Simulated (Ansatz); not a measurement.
# Li (Lithium, Im-3m): lattice thermal conductivity

Wanted: κ(T), lifetimes and mean free paths for Lithium.

Calculated with Ansatz 0.2.0; DFT PBE, scalar-relativistic, plane waves, PAW.

### 1. Set-up

Symmetry: Im-3m, No. 229, cubic system. Conventional cell: a = 3.509 Å, b = 3.509 Å, c = 3.509 Å, α = 90.00°, β = 90.00°, γ = 90.00°. Nearest to Li lie 8 Li at 3.04 Å.

Structure file:

```cif
data_structure
_symmetry_space_group_name_H-M 'P 1'
_symmetry_Int_Tables_number 1
_cell_length_a 3.0391
_cell_length_b 3.0391
_cell_length_c 3.0391
_cell_angle_alpha 109.471
_cell_angle_beta 109.471
_cell_angle_gamma 109.471
_cell_volume 21.61
loop_
_atom_site_label
_atom_site_type_symbol
_atom_site_fract_x
_atom_site_fract_y
_atom_site_fract_z
_atom_site_occupancy
Li1 Li 0.00000 0.00000 0.00000 1
```

### 2. Probe on a coarse mesh

Before spending time, one coarse run tells the gap and the pressure of the starting cell.

Input file input.yaml:

```yaml
crystal:
  lattice:
    - [-1.75465, 1.75465, 1.75465]
    - [1.75465, -1.75465, 1.75465]
    - [1.75465, 1.75465, -1.75465]
  atoms:
    - { symbol: Li, position: [0.0, 0.0, 0.0] }
kpoints:
  mp_grid: { grid: [8, 8, 8] }
hamiltonian:
  xc: pbe
scf:
  occupations: { method: gaussian, width: 0.1 }
output:
  forces: true
  stress: true
  eigenvalues: true
```

Launch:

```bash
ansatz run input.yaml --threads 4 --pin off --max-ram 16384MiB --backend cpu --events-out ev --progress --plain --runs-dir out
```

Numbers of over 12 decimals in the logs are rounded to 6 here.

Output:

```text
Engine: ansatz 0.2.0, aarch64-unknown-linux-gnu
Pseudopotentials: kind: paw
Pseudopotential: Li, paw, valence charge 3, recommended cutoff 420 eV (normal), Li.paw.azcp
Functional definition: PBE
  parameter kappa = 0.804
  parameter beta = 0.066725
  exchange = pbe_x(kappa = kappa, mu = beta*pi^2/3)
  correlation = pbe_c(beta = beta)
Crystal: 1 atoms, lattice volume = 21.609 Å³
Basis set: ecut = 420 eV, 429 PW (Γ), exchange–correlation on 48×48×48 points (8 copies of the dense FFT grid, shifted against one another)
Bands: 6, of which v1, the nominal top of the filled ones, is band 2 counted from 1 (1 counted from 0)
Symmetry: 48 space group operations
Space group: Im-3m (ITA 229), of the structure as read, at distance tolerance 2.8e-5 Å
k-points: 29 of 512
Non-local potential: Li, projectors of the file, l = 0: 3, l = 1: 2, l = 2: 1
PAW form: soft (Blöchl's): semilocal exchange-correlation on the pseudo side does not see the compensation charge
PAW one-centre angular grid: Li, 110 points (default); XC on 64 Gauss nodes
Initial density: superposition of atomic densities (neutral atoms: chi_scale 0, normalization atom), corrected by the library's trained network
Initial wavefunctions: pseudopotential atomic-orbital guess
Functional: x = pbe(κ = 0.804, μ = 0.219515), c = pbe(β = 0.066725)
SCF iter   1: F=—  HF=-204.673717 eV  |F-HF|=—  |Δ(HF+E_count)|=         —  Δρ=1.85e-4  dr2=5.37e-6  ethr=1.77e-3  ⟨swp⟩=4.1  Hψ=1356  notcnv=0
preconditioner: auto → none  [insulator: Δε(μ)=0.133 eV  Ē_g=10.251 eV  σ=0.100 eV  W_gap=0.65  n_scr=0 (ndim 8)  ℏωp=8.0 eV  f_vac=0.000  D(μ)=1.06/eV (n_scr^D=12)  ε∞_Penn≈1.6]
SCF iter   2: F=—  HF=-204.673719 eV  |F-HF|=—  |Δ(HF+E_count)|=   2.22e-6  Δρ=9.67e-5  dr2=1.49e-6  ethr=1.79e-7  ⟨swp⟩=2.3  Hψ=448  notcnv=0
iter 3 did not close the SCF: its close was put off for the readings that it lacked (scf_convergence_deferred on its scf_iter line)
SCF iter   3: F=-204.673721 eV  HF=-204.673721 eV  |F-HF|=1.27e-8  |Δ(HF+E_count)|=   2.04e-6  Δρ=7.63e-6  dr2=8.66e-9  ethr=4.98e-8  ⟨swp⟩=2.0  Hψ=192  notcnv=0
iter 4 did not close the SCF: its close was put off for the readings that it lacked (scf_convergence_deferred on its scf_iter line)
SCF iter   4: F=-204.673721 eV  HF=-204.673721 eV  |F-HF|=1.30e-10  |Δ(HF+E_count)|=   1.09e-8  Δρ=9.42e-7  dr2=1.29e-10  ethr=2.89e-10  ⟨swp⟩=2.5  Hψ=205  notcnv=0
iter 5 did not close the SCF: its close was put off for the readings that it lacked (scf_convergence_deferred on its scf_iter line)
SCF iter   5: F=-204.673721 eV  HF=-204.673721 eV  |F-HF|=4.69e-12  |Δ(HF+E_count)|=  1.59e-10  Δρ=2.46e-7  dr2=6.86e-12  ethr=4.30e-12  ⟨swp⟩=2.0  Hψ=206  notcnv=0
SCF iter   6: F=-204.673721 eV  HF=-204.673721 eV  |F-HF|=1.14e-13  |Δ(HF+E_count)|=  5.54e-12  Δρ=6.37e-8  dr2=4.82e-13  ethr=1.00e-12  ⟨swp⟩=1.8  Hψ=558  notcnv=0
SCF 1 converged in 6 iterations: F = -204.673721 eV  dr2 = 4.82e-13
  greatest PAW one-centre occupation: 1.000 electrons in one spin orbital (limit 2), on the Li atom at site 0 (counted from 0), in its partial waves of l = 0
SCF converged after 6 iterations
Free energy (F): -204.673721 eV
Harris-Foulkes:  -204.673721 eV  (|F-HF|=1.14e-13)
Internal energy: -204.668398 eV  (E = F + TS)
E sigma→0 (E₀):  -204.671059 eV
Entropy (-TS):   -0.005323 eV (-5.323 meV/atom)
Fermi energy:    0.864585 eV
--- Per-component energies (eV) ---
  E_band       = -92.095031
  E_kinetic    = 21.001101
  E_local      = -134.098752  (includes V_loc(G=0)·N_el)
  E_nonlocal   = -33.272262
  E_hartree    = 39.868992
  E_xc         = -9.966723
  E_vxc        = -12.826260  (∫ρ·V_xc dr)
  E_paw        = -21.003170  (= ΣΔE_a)
  E_vpaw       = -12.636862  (= ΣTr[D̂ρ^β])
  E_aug_tail   = 0.000010  (compensation charges beyond the density's cutoff)
  E_ewald      = -67.197595
  E_smearing   = -0.005323  (= −TS)
  E_closure    = -0.000000  (closes the sum)
  Σ components = -204.673721   (vs F -204.673721, Δ=0.00e0)
--- Forces (eV/Å), atoms counted from 1 ---
  atom   1  Li     0.00000000     0.00000000    -0.00000000
  max |Σ_I F_I| component: 1.18e-32 eV/Å
--- Stress (GPa, compression-positive) ---
       -0.761036       0.000000      -0.000000
        0.000000      -0.761036       0.000000
        0.000000       0.000000      -0.761036
  P = ⅓ Tr σ = -0.7610 GPa (-7.610 kbar)
--- Band table (eV; the first three rows and the last of 29) ---
  k-point 0: bands = ["-45.8017", "-2.6641", "14.7742", "14.7742", "14.7742", "19.4129"]
  k-point 1: bands = ["-45.7995", "-2.3745", "12.9070", "13.6565", "14.3081", "17.3094"]
  k-point 2: bands = ["-45.7943", "-1.5068", "9.1364", "12.1091", "13.2931", "15.4371"]
  k-point 28: bands = ["-45.7764", "6.1207", "6.1207", "6.1207", "8.3208", "8.3208"]
```

Wall time 0.21 s (4 threads of Arm Neoverse V1, shared host); peak memory 0.23 GiB; 0.49 s of CPU time.

Reading the cycles: dr2 is the Hartree energy of the density residual (eV), the measure of convergence; HF is the Harris–Foulkes estimate of the energy, which meets the free energy F at convergence.

This step gave:

| Quantity | Value |
| --- | --- |
| pressure | -0.7610 GPa |
| volume per atom | 21.61 Å³ |
| gap on the k-mesh | 0 eV |

The start is under -0.76 GPa at this level and looks like a metal on this mesh.

### 3. Relaxation

The vibrations must be taken about the equilibrium of this functional, not about the starting cell, so the structure is relaxed.

input.yaml, the sections that differ from step 2:

```yaml
kpoints:
  mp_grid: { grid: [16, 16, 16] }
output:
  forces: true
  stress: true
  eigenvalues: true
  write_density: true
  write_potential: true
  elf: true
  volumetric_format: npy
relax:
  adjacent_minimum: "off"
  f_tol: 0.005
  max_steps: 80
  cell: { stress_tol: 0.05 }
# crystal, hamiltonian, scf: as in step 2
```

Output:

```text
[...]
Crystal: 1 atoms, lattice volume = 21.609 Å³
Basis set: ecut = 420 eV, 429 PW (Γ), exchange–correlation on 48×48×48 points (8 copies of the dense FFT grid, shifted against one another)
Bands: 6, of which v1, the nominal top of the filled ones, is band 2 counted from 1 (1 counted from 0)
Symmetry: 48 space group operations
[...]
k-points: 145 of 4096
[...]
SCF iter   1: F=—  HF=-204.684521 eV  |F-HF|=—  |Δ(HF+E_count)|=         —  Δρ=1.69e-4  dr2=4.78e-6  ethr=1.77e-3  ⟨swp⟩=4.1  Hψ=6780  notcnv=0
[...]
SCF iter   6: F=-204.684523 eV  HF=-204.684523 eV  |F-HF|=5.68e-14  |Δ(HF+E_count)|=  1.14e-13  Δρ=3.89e-9  dr2=1.89e-15  ethr=1.00e-12  ⟨swp⟩=2.8  Hψ=2921  notcnv=0
SCF 1 converged in 6 iterations: F = -204.684523 eV  dr2 = 1.89e-15
[...]
relax step   1: F+E_penalty+E_count = -204.68452334 eV  Δ(F+E_penalty+E_count) = +0.000e0 eV  max|allowed force component| = 0.000e0 eV/Å  Δτ_max = 0.0000 Å  P = -0.802 GPa  Ω = 21.609 Å³  (6 SCF iters, accepted)
Crystal: 1 atoms, lattice volume = 21.025 Å³
Basis set: ecut = 420 eV, 381 PW (Γ), exchange–correlation on 48×48×48 points (8 copies of the dense FFT grid, shifted against one another)
[...]
iter 1 solved again at ethr=1.51e-7 eV; its pass at ethr=3.10e-3 eV (dr2=4.54e-6 eV) is discarded
[...]
SCF iter   3: F=-204.686877 eV  HF=-204.686877 eV  |F-HF|=3.11e-11  |Δ(HF+E_count)|=   2.83e-6  Δρ=2.80e-6  dr2=5.33e-10  ethr=3.33e-9  ⟨swp⟩=4.1  Hψ=3043  notcnv=0
SCF 2 converged in 3 iterations: F = -204.686877 eV  dr2 = 5.33e-10
relax step   2: F+E_penalty+E_count = -204.68687680 eV  Δ(F+E_penalty+E_count) = -2.353e-3 eV  max|allowed force component| = 0.000e0 eV/Å  Δτ_max = 0.0000 Å  P = -0.482 GPa  Ω = 21.025 Å³  energy of the carried Pulay correction = +3.739e-6 eV  (3 SCF iters, dr2 threshold 1.00e-7 eV, accepted)
Crystal: 1 atoms, lattice volume = 20.205 Å³
[...]
SCF iter   3: F=-204.688049 eV  HF=-204.688049 eV  |F-HF|=3.73e-10  |Δ(HF+E_count)|=   6.17e-6  Δρ=4.34e-6  dr2=1.23e-9  ethr=3.33e-9  ⟨swp⟩=4.0  Hψ=3048  notcnv=0
SCF 3 converged in 3 iterations: F = -204.688049 eV  dr2 = 1.23e-9
relax step   3: F+E_penalty+E_count = -204.68804924 eV  Δ(F+E_penalty+E_count) = -1.172e-3 eV  max|allowed force component| = 0.000e0 eV/Å  Δτ_max = 0.0000 Å  P = +0.041 GPa  Ω = 20.205 Å³  energy of the carried Pulay correction = +9.172e-6 eV  (3 SCF iters, dr2 threshold 1.00e-7 eV, accepted)
Basis set: ecut = 420 eV, 381 PW (Γ), exchange–correlation on 40×40×40 points (8 copies of the dense FFT grid, shifted against one another)
[...]
SCF iter   3: F=-204.688036 eV  HF=-204.688036 eV  |F-HF|=1.38e-10  |Δ(HF+E_count)|=   2.57e-9  Δρ=5.96e-7  dr2=8.06e-12  ethr=1.00e-12  ⟨swp⟩=2.2  Hψ=2647  notcnv=0
SCF 4 converged in 3 iterations: F = -204.688036 eV  dr2 = 8.06e-12
relax step   4: F+E_penalty+E_count = -204.68803594 eV  Δ(F+E_penalty+E_count) = +1.330e-5 eV  max|allowed force component| = 0.000e0 eV/Å  Δτ_max = 0.0000 Å  P = +0.042 GPa  Ω = 20.205 Å³  stress off target by 4.20e-2 GPa  SCF on the basis re-selected at this cell (its energy is not comparable with the rows above)  (3 SCF iters)
basis re-selected at this cell: Δ(F+E_penalty+E_count) = +1.330e-5 eV, ΔP = +0.001 GPa vs the last step (what re-selecting the basis moved, of the pressure what is left beyond the Pulay correction that the steps carried, after the strain that the cell walked since its last selection, with what the two solves' SCF thresholds leave and, on support functions, any second-order correction that the steps lacked; it is no measure of the basis error at this ecutwfc). The dense FFT grid was sized anew with the basis: this SCF ran on 20×20×20 points, the steps before it on 24×24×24, so part of this shift can come from that change (see relax.cell in the input reference). [rest of the remark cut]
SCF converged after 3 iterations
Free energy (F): -204.688036 eV
[...]
Internal energy: -204.685165 eV  (E = F + TS)
E sigma→0 (E₀):  -204.686600 eV
Entropy (-TS):   -0.002871 eV (-2.871 meV/atom)
Fermi energy:    1.023075 eV
[...]
--- Stress (GPa, compression-positive) ---
        0.041993       0.000000       0.000000
       -0.000000       0.041993      -0.000000
        0.000000       0.000000       0.041993
  P = ⅓ Tr σ = 0.0420 GPa (0.420 kbar)
--- Band table (eV; the first three rows and the last of 145) ---
[...]
--- Relaxed structure (3 steps of the walk, 3 accepted, 1 SCFs on fresh bases) ---
  F+E_penalty+E_count = -204.68803594 eV   max|allowed force component| = 0.000e0 eV/Å   (the final SCF, on the basis selected at the relaxed cell)
  cell:  # Å, volume = 20.2053 Å³
    - [-1.715808, 1.715808, 1.715808]
    - [1.715808, -1.715808, 1.715808]
    - [1.715808, 1.715808, -1.715808]
  atoms:
    - { symbol: Li, position: [0.0, 0.0, 0.0] }
```

Wall time 1.7 s (4 threads); peak memory 0.28 GiB; 5.8 s of CPU time.

Step by step:

| step | energy less that of the first step (eV) | largest force component (eV/Å) | pressure (GPa) | volume (Å³) |
| --- | --- | --- | --- | --- |
| 1 | 0.0000 | 0.0000 | -0.80 | 21.61 |
| 2 | -0.0024 | 0.0000 | -0.48 | 21.03 |
| 3 | -0.0035 | 0.0000 | 0.04 | 20.21 |
| 4* | -0.0035 | 0.0000 | 0.04 | 20.21 |

Relaxation steps marked * repeat the geometry before them on a plane-wave basis chosen anew for their cell, so energy and pressure can jump there.

| conventional cell, symmetrised | before | after | change |
| --- | --- | --- | --- |
| a (Å) | 3.509 | 3.432 | -2.2 % |
| b (Å) | 3.509 | 3.432 | -2.2 % |
| c (Å) | 3.509 | 3.432 | -2.2 % |
| volume (Å³/atom) | 21.61 | 20.21 | -6.5 % |

The relaxed structure:

```xyz
1
Lattice="-1.7158 1.7158 1.7158 1.7158 -1.7158 1.7158 1.7158 1.7158 -1.7158" Properties=species:S:1:pos:R:3 pbc="T T T"
Li    0.0000    0.0000    0.0000
```

Numbers from this step:

```yaml
pressure: 0.04199 GPa
volume_per_atom: 20.21 Å³
```

ELF in the ac plane of the conventional cell at fractional y = 0.000, with atoms of Li within 0.2 Å of it. It is the smooth field of the valence electrons, not physical close to the nuclei.

Ten even steps from '0' (0.37 × 1e-1) to '9' (9.91 × 1e-1), each cell a mean:
```
98301456530059
64001466531015
00013566652000
00135666654210
23455666665533
55566666666655
66666666666666
56666666666665
44556666666544
01245666655311
00014566653100
42002566541003
97201466530048
99400456520069
```
Columns run along a (3.4 Å), rows up along c (3.4 Å), edges of the conventional cell, whose origin can differ from the input's. Atoms in or near the plane, at fractional coordinates: Li at (0.00, 0.00).

Electrostatic potential energy in the ac plane of the conventional cell at fractional y = 0.000, with atoms of Li within 0.2 Å of it. With pseudopotentials it is smooth inside the atoms' cores, unlike the true potential.

Values in eV, 14 rows by 14 columns, each cell a mean:
```
-29 -27 -16  -4   0   2   3   3   3   2  -1  -7 -21 -28
-23 -19  -9  -2   1   3   3   4   3   2   0  -3 -13 -21
 -9  -6  -2   0   2   3   3   4   3   3   1   0  -3  -7
 -1   0   1   2   3   3   4   4   3   3   2   1   0  -1
  2   2   2   3   3   3   4   4   4   3   3   3   2   2
  3   3   3   3   4   4   4   4   4   4   3   3   3   3
  3   4   4   4   4   4   4   4   4   4   4   4   4   3
  3   3   3   4   4   4   4   4   4   4   4   3   3   3
  2   2   3   3   3   4   4   4   4   3   3   3   3   2
  0   1   1   2   3   3   4   4   4   3   3   2   1   0
 -5  -3  -1   1   2   3   4   4   3   3   2   0  -2  -4
-18 -14  -6  -1   1   3   3   4   3   2   1  -2  -9 -16
-28 -25 -14  -3   1   2   3   4   3   2   0  -6 -19 -27
-29 -28 -18  -5   0   2   3   3   3   2  -1  -9 -23 -29
```
Columns run along a (3.4 Å; values clipped at the 3rd and 97th percentile), rows up along c (3.4 Å), edges of the conventional cell, whose origin can differ from the input's. Atoms in or near the plane, at fractional coordinates: Li at (0.00, 0.00).

Valence density in the ac plane of the conventional cell at fractional y = 0.000, with atoms of Li within 0.2 Å of it. It is the smooth field of the valence electrons, not physical close to the nuclei.

Ten steps, logarithmic in the rise over the least value, from '0' (0.1 e/Å³) to '9' (8.3 e/Å³), each cell a mean:
```
98400000000168
65100000000036
10000000000001
00000000000000
00000000000000
00000000000000
00000000000000
00000000000000
00000000000000
00000000000000
00000000000000
53000000000014
87300000000058
98500000000169
```
Columns run along a (3.4 Å), rows up along c (3.4 Å), edges of the conventional cell, whose origin can differ from the input's. Atoms in or near the plane, at fractional coordinates: Li at (0.00, 0.00).

The relaxation ends with a pressure of 0.04 GPa.

### 4. Relaxing to small residual forces and stress

The thresholds are tightened for a last relaxation ahead of the phonons, and where mesh or smearing change with them the cell follows.

Input file input.yaml:

```yaml
crystal:
  lattice:
    - [-1.7158076011, 1.7158076011, 1.7158076011]
    - [1.7158076011, -1.7158076011, 1.7158076011]
    - [1.7158076011, 1.7158076011, -1.7158076011]
  atoms:
    - { symbol: Li, position: [0.0, 0.0, 0.0] }
kpoints:
  mp_grid: { grid: [16, 16, 16] }
hamiltonian:
  xc: pbe
scf:
  occupations: { method: methfessel_paxton, width: 0.2 }
output:
  forces: true
  stress: true
  eigenvalues: true
relax:
  adjacent_minimum: "off"
  f_tol: 0.001
  max_steps: 60
  cell: { stress_tol: 0.01 }
```

Output:

```text
[...]
Crystal: 1 atoms, lattice volume = 20.205 Å³
Basis set: ecut = 420 eV, 381 PW (Γ), exchange–correlation on 40×40×40 points (8 copies of the dense FFT grid, shifted against one another)
Bands: 6, of which v1, the nominal top of the filled ones, is band 2 counted from 1 (1 counted from 0)
Symmetry: 48 space group operations
[...]
k-points: 145 of 4096
[...]
0.000000      -0.000000      -0.000029
  P = ⅓ Tr σ = -0.0000 GPa (-0.000 kbar)
--- Band table (eV; the first three rows and the last of 145) ---
[...]
--- Relaxed structure (3 steps of the walk, 3 accepted, 1 SCFs on fresh bases) ---
[...]
cell:  # Å, volume = 20.2618 Å³
    - [-1.717404, 1.717404, 1.717404]
    - [1.717404, -1.717404, 1.717404]
    - [1.717404, 1.717404, -1.717404]
  atoms:
    - { symbol: Li, position: [0.0, 0.0, 0.0] }
[key lines of the parts left out:]
SCF converged after 4 iterations
Free energy (F): -204.687078 eV
Fermi energy:    1.013834 eV
```

Run time: 1.6 s. Hardware: 4 threads; peak memory 0.28 GiB; 5.3 s of CPU time.

Little changed from the start: no atom moved by 0.005 Å and no cell edge by 0.1 %.

Numbers from this step:

| Property | Result |
| --- | --- |
| pressure | -2.89e-5 GPa |
| volume per atom | 20.26 Å³ |

The residual pressure is -2.9e-5 GPa, small enough for phonons.

### 5. An input with a fault

This input was changed on purpose, to see how the program answers.

Input file input.yaml:

```yaml
crystal:
  lattice:
    - [-1.7174036716, 1.7174036716, 1.7174036716]
    - [1.7174036716, -1.7174036716, 1.7174036716]
    - [1.7174036716, 1.7174036716, -1.7174036716]
  atoms:
    - { symbol: Li, position: [0.0, 0.0, 0.0] }
kpoints:
  mp_grid: { grid: [15, 15, 15] }
hamiltonian:
  xc: pbe
scf:
  occupations: { method: methfessel_paxton, width: 0.2 }
  max_iter: 80
output:
  eigenvalues: true
phonons:
  supercell: [3, 3, 3]
  dielectric: false
  third_order: { supercell: [3, 3, 3], pair_cutoff: 3.125 }
  lattice_thermal_conductivity:
    qmesh: [13, 13, 13]
    temperatures: [300]
    isotope_mass_variance: []
```

Output:

```text
Error: invalid value for `phonons.lattice_thermal_conductivity.isotope_mass_variance`: Li has no entry — state its isotope mass variance, 0 for a single isotope: `- { species: Li, variance: <g> }`
```

Elapsed: 0.02 s, on 4 threads; peak memory 0.031 GiB.

The input was rejected at the start.

The program's message: “Error: invalid value for `phonons.lattice_thermal_conductivity.isotope_mass_variance`: Li has no entry — state its isotope mass variance, 0 for a single isotope: `- { species: Li, variance: <g> }`”

The fault put into the input: no isotope entry for a species.

[end of part 1 of 2]

[Logs are printed without paths, hosts, clocks, repeated set-up lines and the standing remarks that a program may print on its own settings, such as how far it seeks lower states.]

[Hosts, paths, dates, database ids (printed as entryN), source tags and the programs' standing remarks are cut or masked in the printed files.]

[A step with changed settings may run another functional than the one named; its input shows which.]
